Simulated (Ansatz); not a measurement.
An input for Ansatz 0.2.0 (RbAsF6 (R-3)):

```yaml
crystal:
  lattice:
    - [7.434917605, 4.2925516806, 4.9517608572]
    - [-7.434917605, 4.2925516806, 4.9517608572]
    - [0.0, -8.5851033612, 4.9517608572]
  atoms:
    - { symbol: Rb, position: [0.25, 0.25, 0.25] }
    - { symbol: As, position: [0.0, 0.0, 0.0] }
    - { symbol: F, position: [0.0387074, 0.35600607, 0.39980582] }
    - { symbol: F, position: [0.39980582, 0.0387074, 0.35600607] }
    - { symbol: F, position: [0.14399393, 0.10019418, 0.4612926] }
    - { symbol: F, position: [0.10019418, 0.4612926, 0.14399393] }
    - { symbol: F, position: [0.4612926, 0.14399393, 0.10019418] }
    - { symbol: F, position: [0.35600607, 0.39980582, 0.0387074] }
    - { symbol: Rb, position: [0.25, 0.25, 0.75] }
    - { symbol: As, position: [0.0, 0.0, 0.5] }
    - { symbol: F, position: [0.0387074, 0.35600607, 0.89980582] }
    - { symbol: F, position: [0.39980582, 0.0387074, 0.85600607] }
    - { symbol: F, position: [0.14399393, 0.10019418, 0.9612926] }
[... 45 atom lines left out ...]
    - { symbol: F, position: [0.5387074, 0.85600607, 0.89980582] }
    - { symbol: F, position: [0.89980582, 0.5387074, 0.85600607] }
    - { symbol: F, position: [0.64399393, 0.60019418, 0.9612926] }
    - { symbol: F, position: [0.60019418, 0.9612926, 0.64399393] }
    - { symbol: F, position: [0.9612926, 0.64399393, 0.60019418] }
    - { symbol: F, position: [0.85600607, 0.89980582, 0.5387074] }
kpoints:
  mp_grid: { grid: [1, 1, 1] }
hamiltonian:
  xc: lda
scf:
  occupations: { method: fixed }
gw:
  n_empty_bands: 1000
  ecut_chi: 60.0
  qp_bands: [v1, c1]
  qp_kpoints: band_edges
  screening: { model: contour_deformation }
```

```sh
ansatz run input.yaml --threads 16 --pin off --max-ram 36864MiB --backend cpu --events-out ev --progress --plain --runs-dir out
```

**Question.** Estimate wall time and host memory on 16 threads of Arm Neoverse V1, shared host.

It took 75 s; on shared hardware allow 38 s to 2.5 min. Peak host memory was 6.3 GiB. The sizes that set the cost: 18515 plane waves a state, 1 irreducible k points, 1264 bands summed, 1021 plane waves in the screening and 7 SCF cycles.

The screening grows as filled bands × empty bands × pairs of k points, times the square of the screening basis for the matrix.

[Paths, hosts, dates, memory and timing lines, banners, echoed tables and standing remarks are left out of the program output.]

[Logs are printed without paths, hosts, clocks, repeated set-up lines and the standing remarks that a program may print on its own settings, such as how far it seeks lower states.]

[Runs of the session that timed out or met a known fault of the program may be left out.]

[Cells called generated may have been cut or substituted from an entry of the Crystallography Open Database or the Materials Project.]

[Hosts, paths, dates, database ids (printed as entryN), source tags and the programs' standing remarks are cut or masked in the printed files.]
